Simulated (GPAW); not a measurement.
# BN in line between two W chains: transmission at several levels, part 2 of 2

Aim: T(E), conductance and thermopower of BN in line between two W chains, and what cheaper settings cost in accuracy.

GPAW 26.7.0; GPAW LCAO, PAW setups; Landauer transmission from Green's functions with principal layers (ASE), zero bias.

So far, transmission at the Fermi level (one spin): step 2 (double-zeta polarised basis, PBE, GPAW) 1.48; step 3 (basis szp(dzp), PBE, GPAW) 1.48; step 4 (basis sz(dzp), PBE, GPAW) 1.50; step 5 (RPBE) 1.47.

### Step 8. Density threshold 0.001, basis szp(dzp), potential alignment off: conv = 0.001, basis = "szp(dzp)" and align = false

The Hamiltonian is taken from the last density. The density threshold is one of the tests that end the cycle; the energy must settle too, so a loose value may not be the test that decides. A smaller basis is cheaper in every inversion. Without the shift, lead and junction are matched by their Fermi levels alone.

This step: GPAW LCAO, PAW setups; Landauer transmission from Green's functions with principal layers (ASE), zero bias (GPAW 26.7.0).

File run.py:

```python
import json
import numpy as np
from ase import Atoms
from ase.transport.calculators import TransportCalculator
from gpaw import GPAW, FermiDirac
from gpaw.lcao.tools import get_lcao_hamiltonian
from scipy.linalg import eigh

# The junction with lead layers at both ends, along the third cell vector
device = Atoms(
    ['W', 'W', 'W', 'W', 'W', 'W', 'W', 'B', 'N', 'W', 'W', 'W', 'W', 'W', 'W', 'W'],
    positions=[
        [4.50000, 4.50000, 1.12500],
        [4.50000, 4.50000, 3.37500],
        [4.50000, 4.50000, 5.62500],
        [4.50000, 4.50000, 7.87500],
        [4.50000, 4.50000, 10.12500],
        [4.50000, 4.50000, 12.37500],
        [4.50000, 4.50000, 14.62500],
        [4.50000, 4.50000, 16.49620],
        [4.50000, 4.50000, 17.77620],
        [4.50000, 4.50000, 19.50000],
        [4.50000, 4.50000, 21.75000],
        [4.50000, 4.50000, 24.00000],
        [4.50000, 4.50000, 26.25000],
        [4.50000, 4.50000, 28.50000],
        [4.50000, 4.50000, 30.75000],
        [4.50000, 4.50000, 33.00000]],
    cell=[[9.0, 0.0, 0.0], [0.0, 9.0, 0.0], [0.0, 0.0, 34.125]],
    pbc=True)

# One principal layer of the lead: the first 5 atoms of the device
lead = Atoms(
    ['W', 'W', 'W', 'W', 'W'],
    positions=[
        [4.50000, 4.50000, 1.12500],
        [4.50000, 4.50000, 3.37500],
        [4.50000, 4.50000, 5.62500],
        [4.50000, 4.50000, 7.87500],
        [4.50000, 4.50000, 10.12500]],
    cell=[[9.0, 0.0, 0.0], [0.0, 9.0, 0.0], [0.0, 0.0, 11.25]],
    pbc=True)

settings = dict(mode='lcao', basis='szp(dzp)', xc='PBE', h=0.18,
                occupations=FermiDirac(0.1), maxiter=250,
                mixer=dict(beta=0.1, nmaxold=8, weight=100.0),
                convergence=dict(density=0.001))
energies = np.arange(-2, 2 + 1e-9, 0.05)
eta = 0.0001
n1, n2 = 1, 1
# k and -k transmit alike, so half of the mesh across the current serves
mesh = [(i, j) for i in range(n1) for j in range(n2) if (i, j) <= (-i % n1, -j % n2)]
weights = np.array([1 if (i, j) == (-i % n1, -j % n2) else 2 for i, j in mesh]) / (n1 * n2)

# [... helper functions left out ...]
fermi_lead = ground_state(lead, (1, 1, 10), 'lead.txt')
fermi_device = ground_state(device, (1, 1, 3), 'device.txt')
# [... loop over the mesh left out, but for ...]
        # Lead and device are aligned by their Fermi levels alone
        shift = 0.0
# [...]
kT = 8.617333e-5 * 200
bias = [0.1, 0.2, 0.5, 1.0, 1.5, 2.0]
# [... integrals and printing left out ...]
```

Started as:

```
$ OMP_NUM_THREADS=1 OPENBLAS_NUM_THREADS=1 python run.py
```

The program printed:

```text
basis functions: device 242, principal layer 80
Fermi level: lead -2.6334 eV, device -2.7963 eV; lead shifted by 0.0000 eV
largest coupling past the next layer 7.88e-06 eV, largest misfit of the first layer 0.140 eV
  E-E_F (eV)   T (one spin)  [channel counts left out]
    -2.000    8.5147e-01
    -1.950    8.7176e-01
    -1.900    8.9106e-01
    -1.850    9.0920e-01
    -1.800    9.2606e-01
    -1.750    9.4183e-01
    -1.700    9.5367e-01
    -1.650    9.6644e-01
    -1.600    9.7714e-01
    -1.550    9.8634e-01
    -1.500    9.9427e-01
    -1.450    1.0012e+00
    -1.400    1.0073e+00
    -1.350    1.0131e+00
    -1.300    1.0193e+00
    -1.250    1.0244e+00
[...]
1.650    1.1545e+00
     1.700    1.0071e+00
     1.750    3.9290e-02
     1.800    3.8672e-02
     1.850    3.8097e-02
     1.900    3.7524e-02
     1.950    3.6928e-02
     2.000    3.6308e-02
conductance at 200 K: 1.4779 G0 a cell; thermopower -0.7029 uV/K
current from the zero-bias T(E) at 0.1 V: 11.447 uA
current from the zero-bias T(E) at 0.2 V: 22.874 uA
current from the zero-bias T(E) at 0.5 V: 56.836 uA
current from the zero-bias T(E) at 1.0 V: 111.52 uA
current from the zero-bias T(E) at 1.5 V: 163.25 uA
current from the zero-bias T(E) at 2.0 V: 212.77 uA
```

Wall time 2.2 min (1 thread of Arm Neoverse V2, shared host); peak memory 1.9 GiB.

Numbers from this step:

| Quantity | Value |
| --- | --- |
| conductance | 1.478 G₀ |
| largest coupling past the next principal layer | 7.88e-6 eV |
| largest misfit of the first principal layer | 0.1398 eV |
| shift that aligns the lead | 0 eV |
| basis functions of the junction | 242 |
| basis functions of a principal layer | 80 |
| transmission at the Fermi level (one spin) | 1.479 |

One spin. Transmission, zone mean against energy, zero at the Fermi level:

energy (eV), transmission, zone mean and a bar:
```
    -2.00       0.85 #################
    -1.85       0.91 ##################
    -1.70       0.95 ###################
    -1.60       0.98 ###################
    -1.45       1.00 ####################
    -1.30       1.02 ####################
    -1.15       1.04 #####################
    -1.05       1.06 #####################
    -0.90       1.09 ######################
    -0.75       1.15 #######################
    -0.60       1.22 ########################
    -0.50       1.27 #########################
    -0.35       1.35 ###########################
    -0.20       1.42 ############################
    -0.05       1.47 #############################
     0.00       1.48 ##############################
     0.05       1.49 ##############################
     0.20       1.50 ##############################
     0.25       1.50 ##############################
     0.35       1.49 ##############################
     0.50       1.48 ##############################
     0.60       1.47 #############################
     0.75       1.45 #############################
     0.90       1.45 #############################
     1.05       1.46 #############################
     1.15       1.47 #############################
     1.30       1.47 #############################
     1.45       1.42 ############################
     1.60       1.25 #########################
     1.70       1.01 ####################
     1.85       0.04 
     2.00       0.04
```

Not self-consistent under bias; the bias window is split evenly. The current through one cell, from the zero-bias transmission by bias:

| bias (V) | current through one cell, from the zero-bias transmission (μA) |
| --- | --- |
| 0.100 | 11.4 |
| 0.200 | 22.9 |
| 0.500 | 56.8 |
| 1.000 | 112 |
| 1.500 | 163 |
| 2.000 | 213 |

Table of transmission of the three most open eigenchannels by energy, zero at the Fermi level:

| energy (eV) | channel 1 | channel 2 | channel 3 |
| --- | --- | --- | --- |
| -2.000 | 0.398 | 0.398 | 0.0545 |
| -1.800 | 0.435 | 0.435 | 0.0570 |
| -1.600 | 0.459 | 0.459 | 0.0592 |
| -1.400 | 0.473 | 0.473 | 0.0610 |
| -1.200 | 0.484 | 0.484 | 0.0629 |
| -1.000 | 0.501 | 0.501 | 0.0646 |
| -0.800 | 0.531 | 0.531 | 0.0659 |
| -0.600 | 0.575 | 0.575 | 0.0664 |
| -0.400 | 0.627 | 0.627 | 0.0660 |
| -0.200 | 0.675 | 0.675 | 0.0648 |
| 0.000 | 0.707 | 0.707 | 0.0629 |
| 0.200 | 0.719 | 0.719 | 0.0605 |
| 0.400 | 0.716 | 0.716 | 0.0576 |
| 0.600 | 0.705 | 0.705 | 0.0543 |
| 0.800 | 0.700 | 0.700 | 0.0510 |
| 1.000 | 0.704 | 0.704 | 0.0478 |
| 1.200 | 0.713 | 0.713 | 0.0449 |
| 1.400 | 0.700 | 0.700 | 0.0425 |
| 1.600 | 0.607 | 0.607 | 0.0403 |
| 1.800 | 0.0383 | 3.5e-4 | 1.0e-5 |
| 2.000 | 0.0360 | 2.7e-4 | 1.3e-8 |

The conductance equals that of the dzp run to 0.2 %.

### Step 9. A second varied run

A last run, with other settings again.

run.py: that of step 8 with these lines changed.

```diff
@@ -31,18 +31,14 @@
 
-# One principal layer of the lead: the first 5 atoms of the device
+# One principal layer of the lead: the first 1 atoms of the device
 lead = Atoms(
-    ['W', 'W', 'W', 'W', 'W'],
+    ['W'],
     positions=[
-        [4.50000, 4.50000, 1.12500],
-        [4.50000, 4.50000, 3.37500],
-        [4.50000, 4.50000, 5.62500],
-        [4.50000, 4.50000, 7.87500],
-        [4.50000, 4.50000, 10.12500]],
-    cell=[[9.0, 0.0, 0.0], [0.0, 9.0, 0.0], [0.0, 0.0, 11.25]],
+        [4.50000, 4.50000, 1.12500]],
+    cell=[[9.0, 0.0, 0.0], [0.0, 9.0, 0.0], [0.0, 0.0, 2.25]],
     pbc=True)
 
-settings = dict(mode='lcao', basis='szp(dzp)', xc='PBE', h=0.18,
-                occupations=FermiDirac(0.1), maxiter=250,
+settings = dict(mode='lcao', basis='dzp', xc='PBE', h=0.18,
+                occupations=FermiDirac(0.1), maxiter=50,
                 mixer=dict(beta=0.1, nmaxold=8, weight=100.0),
-                convergence=dict(density=0.001))
+                convergence=dict(density=0.0001))
 energies = np.arange(-2, 2 + 1e-9, 0.05)
@@ -58,4 +54,4 @@
 # [... loop over the mesh left out, but for ...]
-        # Lead and device are aligned by their Fermi levels alone
-        shift = 0.0
+        # Shift the lead onto the potential of the device's first layer
+        shift = ((H[:, 0, 0] - H0[:, 0, 0]) / S0[0, 0]).real.mean()
 # [...]
```

The program printed:

```text
LinAlgError: The leading minor of order 20 of B is not positive definite. The factorization of B could not be completed and no eigenvalues or eigenvectors were computed.
```

Elapsed: 3.9 min, on 1 thread; peak memory 1.8 GiB.

The run ended with an error.

The program's message: “LinAlgError: The leading minor of order 20 of B is not positive definite. The factorization of B could not be completed and no eigenvalues or eigenvectors were computed.”

The change that led to it: n_lead = 1 and period = 2.25.

### Step 10. Results

| Item | Value |
| --- | --- |
| conductance | 1.48 G₀ |
| transmission at the Fermi level, mean of the spins | 1.48 |

**Reading.** In the dzp basis the junction conducts 1.48 G₀ at 200 K, with T = 1.48 a spin at the Fermi level; the sz basis reaches that conductance within 10 %. At the Fermi level the three most open eigenchannels pass 0.71, 0.71 and 0.069. Measured against the first run (dzp), the nearest curve is that of dzp-RPBE (r.m.s. 0.013) and the farthest that of sz (0.19). Over the compared runs wall time goes from 123 s (sz) to 295 s (dzp), on a shared host. The geometry was built from estimated bond lengths and not relaxed, so the numbers describe this model structure. The run had no spin polarisation, so a magnetic state, which chains and small molecules with open shells often have, wasn't tested. Spin-orbit coupling is left out, which matters for the heavy atoms here. An evenly spaced straight chain is an idealisation: free chains tend to dimerise, zigzag or, where a band edge lies near the Fermi level, turn magnetic. The currents use the zero-bias T(E) throughout, which holds only while the bias is small against the distance to the nearest feature. The thermopower isn't quoted: it samples T(E) farther from the Fermi level than the conductance does, and the energy grid wasn't tested for it.

[Logs are printed without paths, hosts, clocks, repeated set-up lines and the standing remarks that a program may print on its own settings, such as how far it seeks lower states.]

[Hosts, paths, dates, database ids (printed as entryN), source tags and the programs' standing remarks are cut or masked in the printed files.]
